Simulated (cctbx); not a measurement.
**Accept or mend?**

Cell a = 5.7000 Å, b = 5.7000 Å, c = 11.1180 Å, α = 90.00°, β = 90.00°, γ = 90.00°; space group I4/mcm (no. 140).

The data are simulated with cctbx, not measured: Cu Kα, λ = 1.54184 Å, to d = 0.83 Å, 95 % of the full sphere, strongest reflection 20000 counts, noise from counting, a 4 % proportional error and a noise floor of 8 counts (s.d.); no absorption, and some extinction, which the refinements don't model.

An anisotropic refinement with weights 1/σ² prints:

```text
Rint 0.036, 103 unique reflections to 0.84 A
cycle     R1     wR2    GooF  max shift (A)
   1  0.0482  0.1328   6.737   0.00538
   2  0.0310  0.0702   3.560   0.00010
final R1 0.0311 wR2 0.0701 GooF 3.560  parameters 14  data/parameter 7.4
atom        x        y        z      Ueq    occ   su(xyz)  su(Uiso or U11)
Cr1    0.50000  0.50000  0.00000   0.0122  1.000  0.00000  0.0008
Cr2    0.66287  0.16287  0.34780   0.0104  1.000  0.00015  0.0006
O1     0.12111  0.37889  0.00000   0.0457  1.000  0.00150  0.0044
C1     0.50000  0.50000  0.25000   0.0188  1.000  0.00000  0.0047
difference map: max 0.47 min -1.20 rms 0.23
Q1    0.1095  0.3905  0.4667   16    0.48  1.37 A from O1
Q2    0.0718  0.4282  0.0979   16    0.45  1.16 A from O1
Q3    0.1002  0.1586  0.0000   16    0.42  1.07 A from Cr1
Q4    0.0000  0.5000  0.0619    8    0.41  1.19 A from O1
Q5    0.0585  0.2784  0.4488   32    0.39  1.30 A from O1
Q6    0.2365  0.2635  0.4606   16    0.35  1.23 A from O1
```

**Question.** Can this result stand? If not, what is the likely fault?

Mend it. The fault: wrong element: O1 is C. Against the right model at the same level, R1 goes from 0.0096 to 0.0311 and GooF from 0.97 to 3.56, U of O1 swells from 0.0144 to 0.0457 Å² and a hole of -1.2 e/Å³ opens. O1 has 2 electrons too many and its U swells to shed them, as expected (near an absorption edge f′ can widen the mismatch well beyond the difference in Z).

The compound is Cr5C3. The right model at the same level gives:

```text
Rint 0.036, 103 unique reflections to 0.84 A
cycle     R1     wR2    GooF  max shift (A)
   1  0.0121  0.0279   1.417   0.00166
   2  0.0096  0.0192   0.975   0.00000
final R1 0.0096 wR2 0.0192 GooF 0.975  parameters 14  data/parameter 7.4
atom        x        y        z      Ueq    occ   su(xyz)  su(Uiso or U11)
Cr1    0.50000  0.50000  0.00000   0.0120  1.000  0.00000  0.0002
Cr2    0.66296  0.16296  0.34775   0.0101  1.000  0.00004  0.0002
C1     0.12022  0.37978  0.00000   0.0144  1.000  0.00040  0.0010
C2     0.50000  0.50000  0.25000   0.0198  1.000  0.00000  0.0013
difference map: max 0.35 min -0.32 rms 0.07
Q1    0.1267  0.3733  0.4299   16    0.36  0.96 A from Cr2
Q2    0.0627  0.4373  0.1028   16    0.21  1.23 A from C1
Q3    0.1130  0.3870  0.2793   16    0.21  0.86 A from Cr2
Q4    0.0000  0.0000  0.1149    8    0.20  1.28 A from Cr1
Q5    0.1581  0.3419  0.2155   16    0.19  1.47 A from Cr2
Q6    0.0000  0.2259  0.2500   16    0.16  1.29 A from C2
```

Isotropic U is held between 0.0001 and 1 Å² by the program, and listed peak heights are interpolated, so they can pass the grid's maximum.

The model is made up (kin elements in a known structure type, no relaxation), so it says nothing on whether the phase exists.

[Middle refinement cycles are left out of these outputs.]

[Logs are printed without paths, hosts, clocks, repeated set-up lines and the standing remarks that a program may print on its own settings, such as how far it seeks lower states.]
